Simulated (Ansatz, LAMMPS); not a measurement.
## Glassy 63GeO2-33Na2O-3Sc2O3 (mol %) (92 atoms): a reference run and its variants

Density of this cell: 3.49 g/cm³. The cell holds 92 atoms: 19 Ge, 20 Na, 2 Sc and 51 O. Its edges and angles: a = 10.931 Å, b = 10.931 Å, c = 10.931 Å, α = 90.0°, β = 90.0°, γ = 90.0°. 92 atoms (19 Ge, 20 Na, 2 Sc, 51 O) placed at random at 3.5 g/cm³, melted at 4000 K for 10 ps at fixed volume with the Morse and Coulomb pair potential with partial charges (Pedone, Malavasi, Menziani, Cormack and Segre, J. Phys. Chem. B 110, 11780 (2006)). Quenched from 4000 K to 300 K at 25 K/ps and fixed volume, held 10 ps at zero pressure, then minimised at fixed cell.

Geometry: as built.

Reference run: Kohn-Sham DFT, PBE, PAW (set soft_2), plane waves (Ansatz 0.2.0), cutoff 420 eV, Γ point, fermi-dirac smearing of 0.05 eV.

| Item | Value |
| --- | --- |
| r.m.s. force component | 0.8865 eV/Å |
| pressure | 7.236 GPa |
| gap (highest filled to lowest empty level) | 2.059 eV |
| SCF cycles | 10 |
| time | 8.2 s on 8 threads of Intel Xeon Platinum 8488C (Sapphire Rapids), shared host |

**Question.** The same geometry is run again with each of these changes. How far do the results move, and how long does each run take?
- support functions low
- support functions medium
- support functions medium, radius 3.59 Å
- support functions medium, radius 3.85 Å
- scf.n_extra_bands = 8

Differences are against the plane-wave reference (Kohn-Sham DFT, PBE, PAW (set soft_2), plane waves), whose r.m.s. force component is 0.886 eV/Å. Energies are set beside the reference only for runs with its functional, potentials and electron count. Times are for 8 threads of Intel Xeon Platinum 8488C (Sapphire Rapids), shared host. The reference's time includes the DOS, ELF, the stress and grids, which some other runs skip.

```csv
run,"Δ force, r.m.s. (meV/Å)",share of r.m.s. force (%),Δ energy (meV/atom),Δ pressure (GPa),Δ gap (eV),cycles,time,host memory (GiB)
reference,-,-,-,-,-,10,8.2 s,2.2
support functions low,4.73,0.533,-6.21,-,7.0e-4,14,46 s,4.1
support functions medium,4.78,0.539,-6.23,-,5.0e-4,15,51 s,4.1
"support functions medium, radius 3.59 Å",4.77,0.538,-6.23,-,5.0e-4,15,47 s,4.0
"support functions medium, radius 3.85 Å",4.84,0.546,-6.23,-,6.0e-4,16,60 s,4.5
scf.n_extra_bands = 8,0.006,7.0e-4,0,0,0,10,6.8 s,2.1
```

Among numerical settings the force difference runs from 0.006 meV/Å (scf.n_extra_bands = 8) to 4.8 meV/Å (support functions medium, radius 3.85 Å). At 92 atoms the fastest of the runs at a preset level, support functions low, takes roughly 5.6 times the time of plane waves (whose run also made extra analyses, so the like-for-like ratio is larger), in 14 SCF cycles against 10. Differences between support functions and plane waves include what basis error the plane-wave run still has. The force difference hardly changes among these support-function runs, which points to the basis of the plane-wave reference as its main source. 

[Logs are printed without paths, hosts, clocks, repeated set-up lines and the standing remarks that a program may print on its own settings, such as how far it seeks lower states.]

[Hosts, paths, dates, database ids (printed as entryN), source tags and the programs' standing remarks are cut or masked in the printed files.]
